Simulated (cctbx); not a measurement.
## Which space group?

Cell: a = 8.9710 Å, b = 8.9710 Å, c = 8.3850 Å, α = 90.00°, β = 90.00°, γ = 90.00°. Expected content of the cell: La12 Sc8.

The data are simulated with cctbx, not measured: Ag Kα, λ = 0.56087 Å, to d = 0.8 Å, 50 % of the full sphere, strongest reflection 40000 counts, noise from counting, a 4 % proportional error and a noise floor of 4 counts (s.d.); no absorption.

Tests on the unmerged data give:

```text
2760 reflections to d = 0.800 A
centring   violations  <I/sigma> of those
    A       1100 of  1362     15.6
    B       1121 of  1377     15.8
    C       1111 of  1333     15.3
    I       1076 of  1391     14.2
    R       1526 of  1804     16.1
    F       1666 of  2036     15.6
Laue class    unique    Rint  (classes that these axes allow; Friedel mates merged)
P -1             2090   0.025
P 1 2/m 1        1363   0.027
P 1 1 2/m        1350   0.026
P 2/m 1 1        1354   0.027
P m m m           816   0.030
P 4/m             735   0.031
P 4/m m m         453   0.033
space group    extra absences  I>4sigma  <I/sigma>
P 4 2 2                 0          0         -  acentric
P 4 21 2               11          0      -0.1  acentric
P 42 2 2                5          0       0.0  acentric
P 42 21 2              16          0      -0.0  acentric
P 4 m m                 0          0         -  acentric
P 42 n m              191          0      -0.1  acentric
P -4 2 m                0          0         -  acentric
P -4 21 m              11          0      -0.1  acentric
P -4 m 2                0          0         -  acentric
P -4 n 2              191          0      -0.1  acentric
P 4/m m m               0          0         -  centric
P 42/m n m            191          0      -0.1  centric
Wilson B = 0.61 A^2   <|E^2-1|> = 0.828 (0.968 centric, 0.736 acentric)   E^2>4: 1.2 %
shell (A)         n   <I/sigma>
 8.97 - 1.60     73     30.7
 1.60 - 1.27     54     33.7
 1.27 - 1.11     58     37.0
 1.11 - 1.01     56     38.2
 1.01 - 0.94     54     41.2
 0.94 - 0.88     54     30.5
 0.88 - 0.84     51     38.1
 0.84 - 0.80     53     33.0
```

**Question.** What are the lattice type, the Laue class and the likely space group?

Every centring test has many violations, so the lattice is primitive.

Rint stays low (0.025 to 0.033) up to P 4/m m m, the highest class in these axes.

12 settings pass the absence test. The most absences obeyed, 191, belong to P 42 n m, P -4 n 2 and P 42/m n m, which absences can't tell apart.

⟨|E²−1|⟩ = 0.828 lies between the two ideal values. The Wilson B of 0.61 Å² means U ≈ 0.0077 Å².

The true group is P4_2/mnm (no. 136), Laue class 4/mmm, centrosymmetric. The tables only narrow the choice to the tied entries; cell content, site symmetry and trial solutions must settle it.

This is a model crystal, built by substitution and not relaxed, with assumed displacement parameters.

[Logs are printed without paths, hosts, clocks, repeated set-up lines and the standing remarks that a program may print on its own settings, such as how far it seeks lower states.]
